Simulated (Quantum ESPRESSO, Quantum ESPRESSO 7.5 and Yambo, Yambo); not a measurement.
# Quasiparticle gap of InP (F-43m) in Yambo

Wanted: ground state, empty states, screening and self-energy for InP (F-43m).

Method: PBE and many-body steps on it, plane waves, in Quantum ESPRESSO 7.5 and Yambo 5.3.0.

This is a report of a sequence of runs, with most program output left out.

The database entry behind the starting cell differs from later determinations by our own check (0.1 to 0.3 % short, probably kX units), so it need not match the best structure at ambient conditions.

### 1. The starting structure

The structure is cubic, space group F-43m (No. 216). Conventional cell: a = 5.861 Å, b = 5.861 Å, c = 5.861 Å, α = 90.00°, β = 90.00°, γ = 90.00°. Nearest to In lie 4 P at 2.54 Å. P has 4 In at 2.54 Å nearest. Farther neighbours are not listed.

The cell and positions come from the Crystallography Open Database and are kept as given unless a step says otherwise.

### 2. Ground state

This step: Quantum ESPRESSO 7.5; DFT, PBE with spin-orbit coupling, plane waves, norm-conserving pseudopotentials.

The ground-state density comes first.

pw.in

```
&control
  calculation = 'scf'
  prefix = 'x'
  outdir = 'o'
  pseudo_dir = 'pseudo'
/
&system
  ibrav = 0
  nat = 2
  ntyp = 2
  ecutwfc = 80.0
  nbnd = 36
  force_symmorphic = .true.
  noncolin = .true.
  lspinorb = .true.
/
&electrons
  conv_thr = 1e-10
  electron_maxstep = 80
  mixing_beta = 0.5
/
ATOMIC_SPECIES
  In 114.82 In.upf
  P 30.974 P.upf
CELL_PARAMETERS angstrom
  0.0000000000 2.9305000000 2.9305000000
  2.9305000000 -0.0000000000 2.9305000000
  2.9305000000 2.9305000000 0.0000000000
ATOMIC_POSITIONS crystal
  In 0.0000000000 0.0000000000 0.0000000000
  P 0.2500000000 0.2500000000 0.2500000000
K_POINTS automatic
  6 6 6 0 0 0
```

On the command line:

```bash
OMP_NUM_THREADS=1 mpirun -n 4 pw.x -nk 4 -in pw.in > pw.out
```

It took 25 s on 4 MPI ranks of Intel Xeon Platinum 8259CL at 2.50GHz (Skylake/Cascade Lake), shared host; peak memory 0.53 GiB.

Numbers from this step:

| Property | Result |
| --- | --- |
| total energy | -5615.4550 eV |
| gap | 0.6808 eV |
| k of the valence top | 0, 0, 0 |
| k of the conduction bottom | 0, 0, 0 |
| least direct gap | 0.6808 eV |

The gap is direct, at Γ.

### 3. Bands along the symmetry lines

Levels along a band path, at the cheap level, show where the edges lie and whether the meshes to come will hold them.

pw.in

```
&control
  calculation = 'bands'
  prefix = 'x'
  outdir = 'o'
  pseudo_dir = 'pseudo'
/
&system
  ibrav = 0
  nat = 2
  ntyp = 2
  ecutwfc = 80.0
  nbnd = 38
  force_symmorphic = .true.
  noncolin = .true.
  lspinorb = .true.
/
&electrons
  conv_thr = 1e-9
  electron_maxstep = 80
  diago_full_acc = .true.
  diago_thr_init = 5e-6
/
ATOMIC_SPECIES
  In 114.82 In.upf
  P 30.974 P.upf
CELL_PARAMETERS angstrom
  0.0000000000 2.9305000000 2.9305000000
  2.9305000000 -0.0000000000 2.9305000000
  2.9305000000 2.9305000000 0.0000000000
ATOMIC_POSITIONS crystal
  In 0.0000000000 0.0000000000 0.0000000000
  P 0.2500000000 0.2500000000 0.2500000000
K_POINTS crystal
  50
  0.00000000 0.00000000 0.00000000 1
  -0.06250000 -0.06250000 0.00000000 1
  -0.12500000 -0.12500000 0.00000000 1
  -0.18750000 -0.18750000 0.00000000 1
  -0.25000000 -0.25000000 0.00000000 1
  -0.31250000 -0.31250000 0.00000000 1
  -0.37500000 -0.37500000 0.00000000 1
  -0.43750000 -0.43750000 0.00000000 1
  -0.50000000 -0.50000000 0.00000000 1
  -0.48437500 -0.48437500 0.03125000 1
  -0.46875000 -0.46875000 0.06250000 1
  -0.45312500 -0.45312500 0.09375000 1
  -0.43750000 -0.43750000 0.12500000 1
  -0.42187500 -0.42187500 0.15625000 1
  -0.40625000 -0.40625000 0.18750000 1
  -0.39062500 -0.39062500 0.21875000 1
  -0.37500000 -0.37500000 0.25000000 1
  -0.37500000 0.00000000 0.37500000 1
  -0.32812500 0.00000000 0.32812500 1
  -0.28125000 0.00000000 0.28125000 1
  -0.23437500 0.00000000 0.23437500 1
  -0.18750000 0.00000000 0.18750000 1
  -0.14062500 0.00000000 0.14062500 1
  -0.09375000 0.00000000 0.09375000 1
  -0.04687500 0.00000000 0.04687500 1
  0.00000000 0.00000000 0.00000000 1
  0.00000000 0.00000000 0.06250000 1
  0.00000000 0.00000000 0.12500000 1
  0.00000000 0.00000000 0.18750000 1
  0.00000000 0.00000000 0.25000000 1
  0.00000000 0.00000000 0.31250000 1
  0.00000000 0.00000000 0.37500000 1
  0.00000000 0.00000000 0.43750000 1
  -0.00000000 -0.00000000 0.50000000 1
  -0.06250000 -0.03125000 0.46875000 1
  -0.12500000 -0.06250000 0.43750000 1
  -0.18750000 -0.09375000 0.40625000 1
  -0.25000000 -0.12500000 0.37500000 1
  -0.31250000 -0.15625000 0.34375000 1
  -0.37500000 -0.18750000 0.31250000 1
  -0.43750000 -0.21875000 0.28125000 1
  -0.50000000 -0.25000000 0.25000000 1
  -0.50000000 -0.28125000 0.21875000 1
  -0.50000000 -0.31250000 0.18750000 1
  -0.50000000 -0.34375000 0.15625000 1
  -0.50000000 -0.37500000 0.12500000 1
  -0.50000000 -0.40625000 0.09375000 1
  -0.50000000 -0.43750000 0.06250000 1
  -0.50000000 -0.46875000 0.03125000 1
  -0.50000000 -0.50000000 0.00000000 1
```

The job ended after 23 s (4 MPI ranks; peak memory 0.39 GiB).

This step gave:

```
gap                        : 0.6808 eV
k of the valence top       : 0, 0, 0
k of the conduction bottom : 0, 0, 0
least direct gap           : 0.6808 eV
```

The gap is 0.681 eV, as in the run before at this level.

Electronic bands along the path, in eV, zero at the top of the highest filled band:

| point | band 23 | band 24 | band 25 | band 26 | band 27 | band 28 | band 29 | band 30 |
| --- | --- | --- | --- | --- | --- | --- | --- | --- |
| Γ | 0.00 | 0.00 | 0.00 | 0.00 | 0.68 | 0.68 | 3.75 | 3.75 |
| halfway | -1.49 | -1.49 | -1.40 | -1.40 | 2.45 | 2.45 | 3.10 | 3.10 |
| X | -2.40 | -2.40 | -2.31 | -2.31 | 1.73 | 1.73 | 2.24 | 2.24 |
| halfway | -2.82 | -2.75 | -2.26 | -2.25 | 2.00 | 2.01 | 2.83 | 2.86 |
| U | -3.39 | -3.29 | -1.98 | -1.97 | 2.32 | 2.33 | 4.35 | 4.37 |
| jump to K | -3.39 | -3.29 | -1.98 | -1.97 | 2.32 | 2.33 | 4.35 | 4.37 |
| halfway | -2.09 | -2.00 | -0.61 | -0.59 | 2.80 | 2.80 | 4.55 | 4.73 |
| Γ | 0.00 | 0.00 | 0.00 | 0.00 | 0.68 | 0.68 | 3.75 | 3.75 |
| halfway | -0.64 | -0.64 | -0.55 | -0.54 | 1.76 | 1.76 | 4.61 | 4.61 |
| L | -1.06 | -1.06 | -0.95 | -0.95 | 1.47 | 1.47 | 4.69 | 4.69 |
| halfway | -2.77 | -2.68 | -1.70 | -1.62 | 3.12 | 3.16 | 4.11 | 4.19 |
| W | -3.07 | -2.98 | -2.93 | -2.88 | 4.26 | 4.26 | 4.34 | 4.37 |
| halfway | -2.78 | -2.69 | -2.64 | -2.62 | 2.62 | 2.69 | 3.07 | 3.08 |
| X | -2.40 | -2.40 | -2.31 | -2.31 | 1.73 | 1.73 | 2.24 | 2.24 |

### 4. Empty states on the mesh, 4×4×4 mesh, 174 bands

The sums over transitions need many empty states on a uniform mesh; this step solves for them.

pw.in

```
&control
  calculation = 'nscf'
  prefix = 'x'
  outdir = 'o'
  pseudo_dir = 'pseudo'
/
&system
  ibrav = 0
  nat = 2
  ntyp = 2
  ecutwfc = 80.0
  nbnd = 174
  force_symmorphic = .true.
  noncolin = .true.
  lspinorb = .true.
/
&electrons
  conv_thr = 1e-9
  electron_maxstep = 80
  diago_full_acc = .true.
  diago_thr_init = 5e-6
/
ATOMIC_SPECIES
  In 114.82 In.upf
  P 30.974 P.upf
CELL_PARAMETERS angstrom
  0.0000000000 2.9305000000 2.9305000000
  2.9305000000 -0.0000000000 2.9305000000
  2.9305000000 2.9305000000 0.0000000000
ATOMIC_POSITIONS crystal
  In 0.0000000000 0.0000000000 0.0000000000
  P 0.2500000000 0.2500000000 0.2500000000
K_POINTS automatic
  4 4 4 0 0 0
```

Run time: 27 s. Hardware: 4 MPI ranks; peak memory 0.74 GiB; 1.8 min of CPU time.

Numbers from this step:

```
gap                                                           : 0.6808 eV
k of the valence top                                          : 0, 0, 0
k of the conduction bottom                                    : 0, 0, 0
least direct gap                                              : 0.6808 eV
k points computed                                             : 8
lowest point of the top converged band, above the valence top : 65.8562 eV
```

On this mesh the gap is 0.681 eV.

### 5. Conversion and set-up

This step: Yambo 5.3.0; conversion and set-up on PBE with spin-orbit coupling, plane waves, norm-conserving pseudopotentials.

The states are converted to the many-body program's format and the q mesh is built.

On the command line:

```bash
(cd o/x.save; p2y > p2y.log; mv SAVE ../..); yambo > setup.log
```

Elapsed: 4.4 s, on 1 MPI rank; peak memory 0.25 GiB.

### 6. Screening and self-energy, 4×4×4 mesh, 174 bands, screening to 149.7 eV

Now the one-shot GW correction: screening in the RPA, then the self-energy of the levels asked for.

This step: G0W0 on PBE with spin-orbit coupling, plane waves, norm-conserving pseudopotentials.

gw1.in

```
HF_and_locXC
gw0
dyson
ppa
em1d
rim_cut
RandQpts= 1000000
RandGvec= 1 RL
EXXRLvcs= 80 Ry
VXCRLvcs= 320 Ry
Chimod= "HARTREE"
% BndsRnXp
 1 | 174 |
%
NGsBlkXp= 11 Ry
% LongDrXp
 1 | 1 | 1 |
%
% GbndRnge
 1 | 174 |
%
DysSolver= "n"
ExtendOut
PPAPntXp= 27.21138 eV
% QPkrange
 1 | 8 | 21 | 30 |
%
```

On the command line:

```bash
OMP_NUM_THREADS=1 mpirun -n 4 yambo -F gw1.in -J gw1 -C gw1 > gw1.log
```

The job ended after 26 min (4 MPI ranks; peak memory 3.2 GiB).

This step gave:

| Property | Result |
| --- | --- |
| G0W0 gap on the mesh | 1.362 eV |
| starting gap on the mesh | 0.6808 eV |
| k of the valence top | 0, 0, 0 |
| k of the conduction bottom | 0, 0, 0 |
| least direct G0W0 gap on the computed points | 1.362 eV |
| Z at the valence top | 0.7812 |
| Z at the conduction bottom | 0.7948 |

The gap on the mesh goes from 0.68 eV to 1.36 eV, a correction of +0.68 eV.

Limits: finite bands, cutoff and mesh; coarse k mesh. v1 is the top filled band, c1 the lowest empty one. Levels before and after the correction, in eV, zero at the valence-band top of each column:

|  | conduction bottom | valence top |
| --- | --- | --- |
| Kohn-Sham | 0.68 | 0.00 |
| G0W0 | 1.36 | 0.00 |

|  | level | energy (eV) |
| --- | --- | --- |
| Kohn-Sham | Γ v6-v5 | -0.099 |
| Kohn-Sham | Γ v4-v1 | 0.000 |
| Kohn-Sham | Γ c1-c2 | 0.681 |
| Kohn-Sham | Γ c3-c4 | 3.748 |
| G0W0 | Γ v6-v5 | -0.099 |
| G0W0 | Γ v4-v1 | 0.000 |
| G0W0 | Γ c1-c2 | 1.362 |
| G0W0 | Γ c3-c4 | 4.528 |

### 7. Where the time went

Times are wall times on the hardware named with each run, good to a factor of about two.

| step | time | share | memory (GiB) |
| --- | --- | --- | --- |
| ground state | 25 s | 1 % | 0.53 |
| bands along the symmetry lines | 23 s | 1 % | 0.39 |
| empty states on the mesh | 27 s | 2 % | 0.74 |
| conversion and set-up | 4.4 s | 0 % | 0.25 |
| screening and self-energy | 26 min | 95 % | 3.2 |

### 8. Outcome

* PBE gap: 0.68 eV, direct
* G0W0 gap on the mesh: 1.36 eV
* GW settings: 4×4×4 mesh, 174 bands, screening to 149.7 eV, Godby-Needs plasmon pole
* known limits: not at the basis limit; coarse k mesh

**Reading.** G0W0 moves the gap on the mesh from 0.68 eV to 1.36 eV (+0.68 eV), with Z of 0.78 and 0.79 at the edges. The dearest step here is «screening and self-energy». Bands and cutoff are finite, so the gap is not at the basis limit. The miss can reach some tenths of an eV and take either sign; the mesh is an error of its own. The 4×4×4 mesh is coarse for this cell, which bears on the long-range parts of exchange and screening.

[Paths, hosts, dates, memory and timing lines, banners, echoed tables and standing remarks are left out of the program output.]

[Logs are printed without paths, hosts, clocks, repeated set-up lines and the standing remarks that a program may print on its own settings, such as how far it seeks lower states.]

[Runs of the session that timed out or met a known fault of the program may be left out.]

[Hosts, paths, dates, database ids (printed as entryN), source tags and the programs' standing remarks are cut or masked in the printed files.]
